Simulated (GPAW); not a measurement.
# A Pb chain with an O atom bridging one bond: converging a transmission, part 2 of 3

Aim: the cheapest settings that leave the conductance of a Pb chain with an O atom bridging one bond unchanged.

GPAW 26.7.0; GPAW LCAO, PAW setups; Landauer transmission from Green's functions with principal layers (ASE), zero bias.

So far, conductance (G₀): step 2 (base settings) 0.983; step 5 (grid spacing 0.22 Å) 0.986; step 6 (grid spacing 0.16 Å) 0.982; step 7 (grid spacing 0.14 Å) 0.982; step 9 (energies [-2, 2, 0.2] eV) 0.980.

**10. Energy step: de = 0.1**

Contents of run.py:

```python
import json
import numpy as np
from ase import Atoms
from ase.transport.calculators import TransportCalculator
from gpaw import GPAW, FermiDirac
from gpaw.lcao.tools import get_lcao_hamiltonian
from scipy.linalg import eigh

# The junction with lead layers at both ends, along the third cell vector
device = Atoms(
    ['Pb', 'Pb', 'Pb', 'Pb', 'Pb', 'O', 'Pb', 'Pb', 'Pb', 'Pb', 'Pb'],
    positions=[
        [4.50000, 4.50000, 1.45000],
        [4.50000, 4.50000, 4.35000],
        [4.50000, 4.50000, 7.25000],
        [4.50000, 4.50000, 10.15000],
        [4.50000, 4.50000, 13.05000],
        [5.69979, 4.50000, 14.60000],
        [4.50000, 4.50000, 16.15000],
        [4.50000, 4.50000, 19.05000],
        [4.50000, 4.50000, 21.95000],
        [4.50000, 4.50000, 24.85000],
        [4.50000, 4.50000, 27.75000]],
    cell=[[9.0, 0.0, 0.0], [0.0, 9.0, 0.0], [0.0, 0.0, 29.2]],
    pbc=True)

# One principal layer of the lead: the first 3 atoms of the device
lead = Atoms(
    ['Pb', 'Pb', 'Pb'],
    positions=[
        [4.50000, 4.50000, 1.45000],
        [4.50000, 4.50000, 4.35000],
        [4.50000, 4.50000, 7.25000]],
    cell=[[9.0, 0.0, 0.0], [0.0, 9.0, 0.0], [0.0, 0.0, 8.7]],
    pbc=True)

settings = dict(mode='lcao', basis='szp(dzp)', xc='LDA', h=0.18,
                occupations=FermiDirac(0.1), maxiter=250,
                mixer=dict(beta=0.1, nmaxold=8, weight=100.0),
                convergence=dict(density=0.0001))
energies = np.arange(-2, 2 + 1e-9, 0.1)
eta = 0.0001
n1, n2 = 1, 1
# k and -k transmit alike, so half of the mesh across the current serves
mesh = [(i, j) for i in range(n1) for j in range(n2) if (i, j) <= (-i % n1, -j % n2)]
weights = np.array([1 if (i, j) == (-i % n1, -j % n2) else 2 for i, j in mesh]) / (n1 * n2)

# [... helper functions left out ...]
fermi_lead = ground_state(lead, (1, 1, 13), 'lead.txt')
fermi_device = ground_state(device, (1, 1, 3), 'device.txt')
# [... loop over the mesh left out, but for ...]
        # Shift the lead onto the potential of the device's first layer
        shift = ((H[:, 0, 0] - H0[:, 0, 0]) / S0[0, 0]).real.mean()
# [...]
kT = 8.617333e-5 * 500
bias = [0.1, 0.2, 0.5, 1.0, 1.5, 2.0]
# [... integrals and printing left out ...]
```

The run is started by

```bash
> OMP_NUM_THREADS=1 OPENBLAS_NUM_THREADS=2 python run.py
```

Wall time 42 s (2 threads of Intel Xeon Platinum 8559C (Emerald Rapids), shared host); peak memory 1.5 GiB.

This step gave:

- conductance: 0.9819 G₀

One spin. Transmission, zone mean against energy, zero at the Fermi level:

| energy (eV) | transmission, zone mean |
| --- | --- |
| -2.00 | 0.00628 |
| -1.80 | 0.00742 |
| -1.60 | 0.00731 |
| -1.40 | 0.00576 |
| -1.20 | 0.00279 |
| -1.00 | 2.1e-5 |
| -0.90 | 0.00150 |
| -0.70 | 0.0880 |
| -0.50 | 0.758 |
| -0.30 | 0.922 |
| -0.10 | 0.983 |
| 0.00 | 0.986 |
| 0.10 | 0.979 |
| 0.30 | 0.962 |
| 0.50 | 0.957 |
| 0.70 | 0.964 |
| 0.90 | 0.983 |
| 1.00 | 0.996 |
| 1.20 | 1.03 |
| 1.40 | 1.08 |
| 1.60 | 1.13 |
| 1.80 | 1.19 |
| 2.00 | 1.23 |

Crossings of the lead's bands, unfolded to its shortest repeat. The open channels, zone mean by energy, zero at the Fermi level:

energy (eV), open channels, zone mean and a bar from the least value:
```
    -2.00       1.00 
    -1.90       1.00 
    -1.80       1.00 
    -1.70       1.00 
    -1.60       1.00 
    -1.50       1.00 
    -1.40       1.00 
    -1.20       1.00 
    -1.10       1.00 
    -1.00       1.00 
    -0.90       1.00 
    -0.80       1.00 
    -0.70       1.00 
    -0.60       3.00 ##############################
    -0.50       3.00 ##############################
    -0.40       3.00 ##############################
    -0.30       3.00 ##############################
    -0.20       3.00 ##############################
    -0.10       3.00 ##############################
     0.00       3.00 ##############################
     0.10       3.00 ##############################
     0.20       3.00 ##############################
     0.30       3.00 ##############################
     0.40       3.00 ##############################
     0.50       3.00 ##############################
     0.60       3.00 ##############################
     0.70       3.00 ##############################
     0.80       3.00 ##############################
     0.90       3.00 ##############################
     1.00       3.00 ##############################
     1.10       3.00 ##############################
     1.20       3.00 ##############################
     1.40       3.00 ##############################
     1.50       3.00 ##############################
     1.60       3.00 ##############################
     1.70       3.00 ##############################
     1.80       3.00 ##############################
     1.90       3.00 ##############################
     2.00       3.00 ##############################
```

Not self-consistent under bias; the bias window is split evenly. Table of current through one cell, from the zero-bias transmission by bias:

| bias (V) | current through one cell, from the zero-bias transmission (μA) |
| --- | --- |
| 0.100 | 7.60 |
| 0.200 | 15.2 |
| 0.500 | 37.6 |
| 1.000 | 72.7 |
| 1.500 | 98.9 |
| 2.000 | 118 |

The conductance equals that of the base run to 0.2 %.

**11. Varying the energy step: de = 0.025**

Changes to run.py since step 10:

```diff
@@ -40,3 +40,3 @@
                 convergence=dict(density=0.0001))
-energies = np.arange(-2, 2 + 1e-9, 0.1)
+energies = np.arange(-2, 2 + 1e-9, 0.025)
 eta = 0.0001
```

Run time: 48 s. Hardware: 2 threads; peak memory 1.5 GiB.

One spin. The transmission, zone mean by energy, zero at the Fermi level:

| energy (eV) | transmission, zone mean |
| --- | --- |
| -2.000 | 0.00628 |
| -1.900 | 0.00699 |
| -1.800 | 0.00742 |
| -1.700 | 0.00753 |
| -1.600 | 0.00731 |
| -1.500 | 0.00672 |
| -1.400 | 0.00576 |
| -1.300 | 0.00442 |
| -1.200 | 0.00279 |
| -1.100 | 0.00110 |
| -1.000 | 2.1e-5 |
| -0.900 | 0.00150 |
| -0.800 | 0.0125 |
| -0.700 | 0.0880 |
| -0.600 | 0.577 |
| -0.500 | 0.758 |
| -0.400 | 0.858 |
| -0.300 | 0.922 |
| -0.200 | 0.963 |
| -0.100 | 0.983 |
| 0.000 | 0.986 |
| 0.100 | 0.979 |
| 0.200 | 0.969 |
| 0.300 | 0.962 |
| 0.400 | 0.957 |
| 0.500 | 0.957 |
| 0.600 | 0.959 |
| 0.700 | 0.964 |
| 0.800 | 0.972 |
| 0.900 | 0.983 |
| 1.000 | 0.996 |
| 1.100 | 1.01 |
| 1.200 | 1.03 |
| 1.300 | 1.06 |
| 1.400 | 1.08 |
| 1.500 | 1.11 |
| 1.600 | 1.13 |
| 1.700 | 1.16 |
| 1.800 | 1.19 |
| 1.900 | 1.21 |
| 2.000 | 1.23 |

The conductance equals that of the base run to 0.2 %.

**12. Varying the energy step: de = 0.0125**

Changes to run.py since step 11:

```diff
@@ -40,3 +40,3 @@
                 convergence=dict(density=0.0001))
-energies = np.arange(-2, 2 + 1e-9, 0.025)
+energies = np.arange(-2, 2 + 1e-9, 0.0125)
 eta = 0.0001
```

It took 47 s on 2 threads; peak memory 1.5 GiB.

One spin. Transmission, zone mean against energy, zero at the Fermi level:

energy (eV), transmission, zone mean and a bar:
```
   -2.000       0.01 
   -1.800       0.01 
   -1.600       0.01 
   -1.400       0.01 
   -1.200       0.00 
   -1.000       0.00 
   -0.800       0.01 
   -0.600       0.58 ##############
   -0.400       0.86 #####################
   -0.200       0.96 #######################
    0.000       0.99 ########################
    0.200       0.97 ########################
    0.400       0.96 #######################
    0.600       0.96 #######################
    0.800       0.97 ########################
    1.000       1.00 ########################
    1.200       1.03 #########################
    1.400       1.08 ##########################
    1.600       1.13 ############################
    1.800       1.19 #############################
    2.000       1.23 ##############################
```

The conductance equals that of the base run to 0.2 %.

**13. Convergence in the energy step**

This step: convergence of the conductance (GPAW 26.7.0).

Table of conductance by energy step:

| energy step (eV) | conductance (G₀) |
| --- | --- |
| 0.0125 | 0.983 |
| 0.0250 | 0.983 |
| 0.0500 | 0.983 |
| 0.1000 | 0.982 |
| 0.2000 | 0.980 |

**14. Varying the width of the vacuum box**

The images of the wire across the vacuum must not overlap or polarise each other.

This step: GPAW LCAO, PAW setups; Landauer transmission from Green's functions with principal layers (ASE), zero bias (GPAW 26.7.0).

The cell differs from the one that the last finished run ended in (a 9.000 → 5.000 Å, b 9.000 → 5.000 Å).

Changes to run.py since step 12:

```diff
@@ -12,14 +12,14 @@
     positions=[
-        [4.50000, 4.50000, 1.45000],
-        [4.50000, 4.50000, 4.35000],
-        [4.50000, 4.50000, 7.25000],
-        [4.50000, 4.50000, 10.15000],
-        [4.50000, 4.50000, 13.05000],
-        [5.69979, 4.50000, 14.60000],
-        [4.50000, 4.50000, 16.15000],
-        [4.50000, 4.50000, 19.05000],
-        [4.50000, 4.50000, 21.95000],
-        [4.50000, 4.50000, 24.85000],
-        [4.50000, 4.50000, 27.75000]],
-    cell=[[9.0, 0.0, 0.0], [0.0, 9.0, 0.0], [0.0, 0.0, 29.2]],
+        [2.50000, 2.50000, 1.45000],
+        [2.50000, 2.50000, 4.35000],
+        [2.50000, 2.50000, 7.25000],
+        [2.50000, 2.50000, 10.15000],
+        [2.50000, 2.50000, 13.05000],
+        [3.69979, 2.50000, 14.60000],
+        [2.50000, 2.50000, 16.15000],
+        [2.50000, 2.50000, 19.05000],
+        [2.50000, 2.50000, 21.95000],
+        [2.50000, 2.50000, 24.85000],
+        [2.50000, 2.50000, 27.75000]],
+    cell=[[5.0, 0.0, 0.0], [0.0, 5.0, 0.0], [0.0, 0.0, 29.2]],
     pbc=True)
@@ -30,6 +30,6 @@
     positions=[
-        [4.50000, 4.50000, 1.45000],
-        [4.50000, 4.50000, 4.35000],
-        [4.50000, 4.50000, 7.25000]],
-    cell=[[9.0, 0.0, 0.0], [0.0, 9.0, 0.0], [0.0, 0.0, 8.7]],
+        [2.50000, 2.50000, 1.45000],
+        [2.50000, 2.50000, 4.35000],
+        [2.50000, 2.50000, 7.25000]],
+    cell=[[5.0, 0.0, 0.0], [0.0, 5.0, 0.0], [0.0, 0.0, 8.7]],
     pbc=True)
@@ -40,3 +40,3 @@
                 convergence=dict(density=0.0001))
-energies = np.arange(-2, 2 + 1e-9, 0.0125)
+energies = np.arange(-2, 2 + 1e-9, 0.05)
 eta = 0.0001
```

Run time: 49 s. Hardware: 2 threads; peak memory 0.77 GiB.

Numbers from this step:

```yaml
conductance: 1.289 G₀
thermopower: 2.001 μV/K
largest_misfit_of_the_first_principal_layer: 0.04955 eV
shift_that_aligns_the_lead: 0.02149 eV
transmission_at_the_fermi_level_one_spin: 1.295
```

One spin. The transmission, zone mean by energy, zero at the Fermi level:

energy (eV), transmission, zone mean and a bar:
```
   -2.000       0.00 
   -1.800       0.00 
   -1.600       0.00 
   -1.400       0.01 
   -1.200       0.07 #
   -1.000       0.22 #####
   -0.800       0.60 ##############
   -0.600       1.00 #######################
   -0.400       1.14 ##########################
   -0.200       1.29 #############################
   -0.100       1.31 ##############################
    0.000       1.29 ##############################
    0.200       1.23 ############################
    0.400       1.19 ###########################
    0.600       1.18 ###########################
    0.800       1.18 ###########################
    1.000       1.18 ###########################
    1.200       1.16 ###########################
    1.400       1.14 ##########################
    1.600       1.11 #########################
    1.800       1.09 #########################
    2.000       1.09 #########################
```

Not self-consistent under bias; the bias window is split evenly. Current through one cell, from the zero-bias transmission against bias:

| bias (V) | current through one cell, from the zero-bias transmission (μA) |
| --- | --- |
| 0.100 | 9.98 |
| 0.200 | 19.9 |
| 0.500 | 49.2 |
| 1.000 | 95.0 |
| 1.500 | 136 |
| 2.000 | 168 |

The conductance, 1.29 G₀, lies 31 % above that of the base run.

**15. Varying the width of the vacuum box, box 6 Å**

The cell differs from the one that the last finished run ended in (a 5.000 → 6.000 Å, b 5.000 → 6.000 Å).

Changes to run.py since step 14:

```diff
@@ -12,14 +12,14 @@
     positions=[
-        [2.50000, 2.50000, 1.45000],
-        [2.50000, 2.50000, 4.35000],
-        [2.50000, 2.50000, 7.25000],
-        [2.50000, 2.50000, 10.15000],
-        [2.50000, 2.50000, 13.05000],
-        [3.69979, 2.50000, 14.60000],
-        [2.50000, 2.50000, 16.15000],
-        [2.50000, 2.50000, 19.05000],
-        [2.50000, 2.50000, 21.95000],
-        [2.50000, 2.50000, 24.85000],
-        [2.50000, 2.50000, 27.75000]],
-    cell=[[5.0, 0.0, 0.0], [0.0, 5.0, 0.0], [0.0, 0.0, 29.2]],
+        [3.00000, 3.00000, 1.45000],
+        [3.00000, 3.00000, 4.35000],
+        [3.00000, 3.00000, 7.25000],
+        [3.00000, 3.00000, 10.15000],
+        [3.00000, 3.00000, 13.05000],
+        [4.19979, 3.00000, 14.60000],
+        [3.00000, 3.00000, 16.15000],
+        [3.00000, 3.00000, 19.05000],
+        [3.00000, 3.00000, 21.95000],
+        [3.00000, 3.00000, 24.85000],
+        [3.00000, 3.00000, 27.75000]],
+    cell=[[6.0, 0.0, 0.0], [0.0, 6.0, 0.0], [0.0, 0.0, 29.2]],
     pbc=True)
@@ -30,6 +30,6 @@
     positions=[
-        [2.50000, 2.50000, 1.45000],
-        [2.50000, 2.50000, 4.35000],
-        [2.50000, 2.50000, 7.25000]],
-    cell=[[5.0, 0.0, 0.0], [0.0, 5.0, 0.0], [0.0, 0.0, 8.7]],
+        [3.00000, 3.00000, 1.45000],
+        [3.00000, 3.00000, 4.35000],
+        [3.00000, 3.00000, 7.25000]],
+    cell=[[6.0, 0.0, 0.0], [0.0, 6.0, 0.0], [0.0, 0.0, 8.7]],
     pbc=True)
```

Run time: 39 s. Hardware: 2 threads; peak memory 0.82 GiB.

Numbers from this step:

```yaml
conductance: 1.099 G₀
largest_misfit_of_the_first_principal_layer: 0.03922 eV
shift_that_aligns_the_lead: -0.02225 eV
transmission_at_the_fermi_level_one_spin: 1.103
```

One spin. Table of transmission, zone mean by energy, zero at the Fermi level:

| energy (eV) | transmission, zone mean |
| --- | --- |
| -2.00 | 0.00889 |
| -1.85 | 0.00883 |
| -1.70 | 0.00795 |
| -1.60 | 0.00690 |
| -1.45 | 0.00468 |
| -1.30 | 0.00200 |
| -1.15 | 5.3e-5 |
| -1.05 | 8.8e-4 |
| -0.90 | 0.0138 |
| -0.75 | 0.0872 |
| -0.60 | 0.685 |
| -0.50 | 0.886 |
| -0.35 | 1.03 |
| -0.20 | 1.10 |
| -0.05 | 1.11 |
| 0.00 | 1.10 |
| 0.05 | 1.09 |
| 0.20 | 1.06 |
| 0.35 | 1.04 |
| 0.50 | 1.03 |
| 0.60 | 1.03 |
| 0.75 | 1.03 |
| 0.90 | 1.03 |
| 1.05 | 1.03 |
| 1.15 | 1.03 |
| 1.30 | 1.04 |
| 1.45 | 1.06 |
| 1.60 | 1.08 |
| 1.70 | 1.10 |
| 1.85 | 1.13 |
| 2.00 | 1.16 |

Crossings of the lead's bands, unfolded to its shortest repeat. The open channels, zone mean by energy, zero at the Fermi level:

energy (eV), open channels, zone mean and a bar from the least value:
```
    -2.00       1.00 
    -1.85       1.00 
    -1.70       1.00 
    -1.60       1.00 
    -1.45       1.00 
    -1.30       1.00 
    -1.15       1.00 
    -1.05       1.00 
    -0.90       1.00 
    -0.75       1.00 
    -0.60       3.00 ##############################
    -0.50       3.00 ##############################
    -0.35       3.00 ##############################
    -0.20       3.00 ##############################
    -0.05       3.00 ##############################
     0.00       3.00 ##############################
     0.05       3.00 ##############################
     0.20       3.00 ##############################
     0.35       3.00 ##############################
     0.50       3.00 ##############################
     0.60       3.00 ##############################
     0.75       3.00 ##############################
     0.90       3.00 ##############################
     1.05       3.00 ##############################
     1.15       3.00 ##############################
     1.30       3.00 ##############################
     1.45       3.00 ##############################
     1.60       3.00 ##############################
     1.70       3.00 ##############################
     1.85       3.00 ##############################
     2.00       3.00 ##############################
```

Not self-consistent under bias; the bias window is split evenly. The current through one cell, from the zero-bias transmission by bias:

| bias (V) | current through one cell, from the zero-bias transmission (μA) |
| --- | --- |
| 0.100 | 8.51 |
| 0.200 | 17.0 |
| 0.500 | 42.1 |
| 1.000 | 81.3 |
| 1.500 | 111 |
| 2.000 | 132 |

The conductance, 1.10 G₀, lies 12 % above that of the base run.

**16. Width of the vacuum box, box 7.5 × 7.5 Å**

The cell differs from the one that the last finished run ended in (a 6.000 → 7.500 Å, b 6.000 → 7.500 Å).

Changes to run.py since step 15:

```diff
@@ -12,14 +12,14 @@
     positions=[
-        [3.00000, 3.00000, 1.45000],
-        [3.00000, 3.00000, 4.35000],
-        [3.00000, 3.00000, 7.25000],
-        [3.00000, 3.00000, 10.15000],
-        [3.00000, 3.00000, 13.05000],
-        [4.19979, 3.00000, 14.60000],
-        [3.00000, 3.00000, 16.15000],
-        [3.00000, 3.00000, 19.05000],
-        [3.00000, 3.00000, 21.95000],
-        [3.00000, 3.00000, 24.85000],
-        [3.00000, 3.00000, 27.75000]],
-    cell=[[6.0, 0.0, 0.0], [0.0, 6.0, 0.0], [0.0, 0.0, 29.2]],
+        [3.75000, 3.75000, 1.45000],
+        [3.75000, 3.75000, 4.35000],
+        [3.75000, 3.75000, 7.25000],
+        [3.75000, 3.75000, 10.15000],
+        [3.75000, 3.75000, 13.05000],
+        [4.94979, 3.75000, 14.60000],
+        [3.75000, 3.75000, 16.15000],
+        [3.75000, 3.75000, 19.05000],
+        [3.75000, 3.75000, 21.95000],
+        [3.75000, 3.75000, 24.85000],
+        [3.75000, 3.75000, 27.75000]],
+    cell=[[7.5, 0.0, 0.0], [0.0, 7.5, 0.0], [0.0, 0.0, 29.2]],
     pbc=True)
@@ -30,6 +30,6 @@
     positions=[
-        [3.00000, 3.00000, 1.45000],
-        [3.00000, 3.00000, 4.35000],
-        [3.00000, 3.00000, 7.25000]],
-    cell=[[6.0, 0.0, 0.0], [0.0, 6.0, 0.0], [0.0, 0.0, 8.7]],
+        [3.75000, 3.75000, 1.45000],
+        [3.75000, 3.75000, 4.35000],
+        [3.75000, 3.75000, 7.25000]],
+    cell=[[7.5, 0.0, 0.0], [0.0, 7.5, 0.0], [0.0, 0.0, 8.7]],
     pbc=True)
```

Wall time 35 s (2 threads); peak memory 1 GiB.

The conductance, 0.989 G₀, lies 0.7 % above that of the base run.

[end of part 2 of 3]

[Logs are printed without paths, hosts, clocks, repeated set-up lines and the standing remarks that a program may print on its own settings, such as how far it seeks lower states.]

[Hosts, paths, dates, database ids (printed as entryN), source tags and the programs' standing remarks are cut or masked in the printed files.]
